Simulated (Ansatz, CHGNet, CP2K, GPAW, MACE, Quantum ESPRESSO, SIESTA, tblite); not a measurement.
**Other levels on W(100)/Au(100) interface (51 atoms)**

The cell holds 51 atoms: 24 W and 27 Au. Its edges and angles: a = 8.952 Å, b = 8.952 Å, c = 22.049 Å, α = 90.0°, β = 90.0°, γ = 90.0°. Bcc W(100), 3 repeat layers, 8 surface cells, strained +0.00 and +0.00 %; fcc Au(100), 3 layers, 9 cells, +3.48 and +3.48 %; outer planes 2.92 Å apart, 12 Å of vacuum above; not relaxed, displaced by a Gaussian of 0.02 Å. Then every atom was moved at random, 0.05 Å r.m.s. a Cartesian component. Regions: W, 24 atoms (24 W); Au, 27 atoms (27 Au). Vacuum lies along c.

Geometry: as built.

The reference, a calculation:

```
method                 : Kohn-Sham DFT, PBE, PAW, plane waves (Ansatz 0.2.0); cutoff 420 eV, Γ point, fermi-dirac smearing of 0.05 eV; PAW set soft_2
r.m.s. force component : 0.6451 eV/Å
longest force          : 2.029 eV/Å
SCF cycles             : 13
time                   : 25 s on 8 threads of Arm Neoverse V1, shared host
CPU time               : 3 min
```

Runs, in no order:
A. CP2K PBE, TZV2P-UZH, 350/50 Ry, diagonalisation: Kohn-Sham DFT, PBE, GTH-PBE pseudopotentials, Gaussian and plane waves, TZV2P-MOLOPT (UZH set), diagonalisation
B. GPAW PBE, plane waves 450 eV: Kohn-Sham DFT, PBE, PAW, plane waves
C. QE PBE, sssp-1.3.0-efficiency, 45/360 Ry: Kohn-Sham DFT, PBE, SSSP efficiency 1.3.0 pseudopotentials, plane waves
D. tblite IPEA1-xTB: IPEA1-xTB tight binding, diagonalisation
E. CP2K BLYP, DZVP-MOLOPT-SR, 350/50 Ry, diagonalisation: Kohn-Sham DFT, BLYP, GTH-BLYP pseudopotentials, Gaussian and plane waves, DZVP-MOLOPT-SR-GTH, diagonalisation

Q: Order them from the smallest to the largest r.m.s. force difference.

C, B, A, E, D.

| run | Δ force, r.m.s. (meV/Å) | share of r.m.s. force (%) | CPU time |
| --- | --- | --- | --- |
| C. QE PBE, sssp-1.3.0-efficiency, 45/360 Ry | 17.6 | 2.72 | 40 min |
| B. GPAW PBE, plane waves 450 eV | 50.4 | 7.81 | 21 min |
| A. CP2K PBE, TZV2P-UZH, 350/50 Ry, diagonalisation | 105 | 16.3 | 33 min |
| E. CP2K BLYP, DZVP-MOLOPT-SR, 350/50 Ry, diagonalisation | 323 | 50.1 | 18 min |
| D. tblite IPEA1-xTB | 530 | 82.1 | 3.3 s |

Periodic xTB results under one method name differ between programs and library versions. The electron count is odd in these runs, and they have no spin polarisation, so the unpaired electron is spread evenly over both spins. The electron count is odd and the run has no spin polarisation, so levels at the top are partly filled by construction. The electronic-structure runs sample only Γ, in a cell whose shortest periodic width is 9 Å, which is coarse for a cell with partly filled levels.

[Logs are printed without paths, hosts, clocks, repeated set-up lines and the standing remarks that a program may print on its own settings, such as how far it seeks lower states.]

[Hosts, paths, dates, database ids (printed as entryN), source tags and the programs' standing remarks are cut or masked in the printed files.]
